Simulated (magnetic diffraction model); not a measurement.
**Which magnetic order? Cu₂H₃S₃Cl**

Space group C2/m (no. 12), a = 11.6380 Å, b = 7.8940 Å, c = 7.0310 Å, β = 115.77°.

```
site  atom       x       y       z
  4f    Cu     1/4     1/4     1/2
  2a    Cu       0       0       0
  2c    Cu       0       0     1/2
  4i    Cl  0.3073       0  0.1907
  4i     S  0.7782       0  0.3498
  8j     S  0.5477  0.7001  0.2658
  4i     H  0.7373       0  0.1785
  8j     H  0.4802  0.8015  0.2283
```

The compound is invented for this exercise: a known structure type with other elements, its cell scaled to their sizes and not relaxed.

Only Cu is taken to order (form factors of Cu2+); orders and moment sizes are assumed, and not adapted to the symmetry. Radiation: neutrons of λ = 2.52 Å, 5° to 60°; isotropic B of 0.33 Å² (Cu), 0.43 Å² (Cl), 0.4 Å² (S) and 0.46 Å² (H). Simulated constant-wavelength pattern: nuclear and magnetic terms add, the magnetic one as |2.695 fm × Σ f S⊥ exp(2πi Q·r) exp(−B s²)|², summed over all Q at one angle with the factor 1/(sin²θ cos θ). For collinear order S is the moment m, which repeats by lattice and centring translations R with the sign exp(−2πi k·R). Free-ion form factors, Sears's scattering lengths of 1992, no absorption; a label names one of the reflections at its angle. The strongest nuclear line in the range is 100, and lines under 0.2 are left out.

Above the ordering temperature:

| 2θ (°) | index | I |
| --- | --- | --- |
| 22.96 | (0 0 1) | 49.6 |
| 23.05 | (1 1 0) | 100.0 |
| 27.33 | (2 0 -1) | 9.1 |
| 27.83 | (2 0 0) | 31.4 |
| 28.05 | (1 1 -1) | 57.5 |
| 36.93 | (1 1 1) | 57.4 |
| 37.23 | (0 2 0) | 24.0 |
| 42.73 | (3 1 -1) | 0.6 |
| 42.78 | (2 0 -2) | 0.9 |
| 43.78 | (2 0 1) | 14.5 |
| 44.19 | (0 2 1) | 29.5 |
| 46.46 | (3 1 0) | 94.0 |
| 46.64 | (1 1 -2) | 96.4 |
| 46.80 | (2 2 -1) | 94.2 |
| 46.91 | (0 0 2) | 20.7 |
| 47.11 | (2 2 0) | 39.5 |
| 51.34 | (4 0 -1) | 10.9 |
| 51.56 | (3 1 -2) | 23.6 |
| 56.39 | (4 0 -2) | 77.1 |
| 57.49 | (4 0 0) | 13.2 |
| 57.98 | (2 2 -2) | 41.9 |
| 58.66 | (1 1 2) | 6.5 |
(The table stops after 22 lines; 2 more lie at higher angle.)

Below it (cell unchanged):

```tsv
2θ (°)	I
18.37	5.7
21.01	4.3
22.96	49.6
23.05	100.0
27.33	9.1
27.83	31.4
28.05	57.5
29.56	6.5
31.76	0.5
33.13	5.3
33.55	1.0
36.93	57.4
37.23	24.0
38.24	0.6
42.73	0.6
42.78	0.9
43.14	1.8
43.78	14.5
44.19	29.5
46.46	94.0
46.64	96.4
46.80	94.2
46.91	20.7
46.92	1.4
47.11	39.5
47.85	0.6
49.72	0.8
50.78	0.8
51.34	10.9
51.56	23.6
54.43	0.7
54.99	0.8
56.39	77.1
57.22	0.4
57.49	13.2
57.98	41.9
```
(The table stops after 36 lines; 4 more lie at higher angle.)

**Question.** Find the propagation vector, then choose among these models:
A. collinear moments along [001], 0.95 μB on Cu; signs + at (1/4, 1/4, 1/2), − at (1/4, 3/4, 1/2), + at (0, 0, 0), − at (0, 0, 1/2)
B. collinear moments along [001], 0.95 μB on Cu; signs + at (1/4, 1/4, 1/2), − at (1/4, 3/4, 1/2), + at (0, 0, 0), + at (0, 0, 1/2)
C. collinear moments along [101], 0.95 μB on Cu; signs + at (1/4, 1/4, 1/2), − at (1/4, 3/4, 1/2), + at (0, 0, 0), − at (0, 0, 1/2)
D. collinear moments along [101], 0.95 μB on Cu; signs + at (1/4, 1/4, 1/2), − at (1/4, 3/4, 1/2), + at (0, 0, 0), + at (0, 0, 1/2)

The new lines index as (0 1 0) at 18.37°, (1 0 -1) at 21.01°, (0 1 1) at 29.56° and (1 0 1) at 31.76°, that is as H ± k with k = (0 1 0). The indices are whole but break the lattice centring, so the moments reverse under a centring translation, those with k·t a half-integer.

Magnetic intensity, observed (below minus above) and for each model:

| 2θ (°) | index | observed | A | B | C | D |
| --- | --- | --- | --- | --- | --- | --- |
| 13.81 | (1 0 0) | <0.2 | <0.2 | 10.3 | <0.2 | 0.3 |
| 18.37 | (0 1 0) | 5.7 | 5.7 | 11.4 | 5.7 | 11.4 |
| 21.01 | (1 0 -1) | 4.3 | <0.2 | <0.2 | 4.3 | <0.2 |
| 29.56 | (0 1 1) | 6.5 | 4.2 | 2.1 | 6.5 | 3.2 |
| 33.13 | (2 1 -1) | 5.3 | 3.9 | 1.9 | 5.3 | 2.7 |
| 33.55 | (2 1 0) | 1.0 | 3.1 | 6.2 | 1.0 | 2.1 |
| 39.89 | (1 2 0) | <0.2 | <0.2 | 2.1 | <0.2 | 1.9 |
| 46.92 | (2 1 -2) | 1.4 | 0.3 | 0.5 | 1.4 | 2.9 |

Model C matches.

The absence at (1 0 0) is telling: the sublattices cancel there.

The structure used: k = (0 1 0), collinear moments along [101], 0.95 μB on Cu; signs + at (1/4, 1/4, 1/2), − at (1/4, 3/4, 1/2), + at (0, 0, 0), − at (0, 0, 1/2).

[Logs are printed without paths, hosts, clocks, repeated set-up lines and the standing remarks that a program may print on its own settings, such as how far it seeks lower states.]
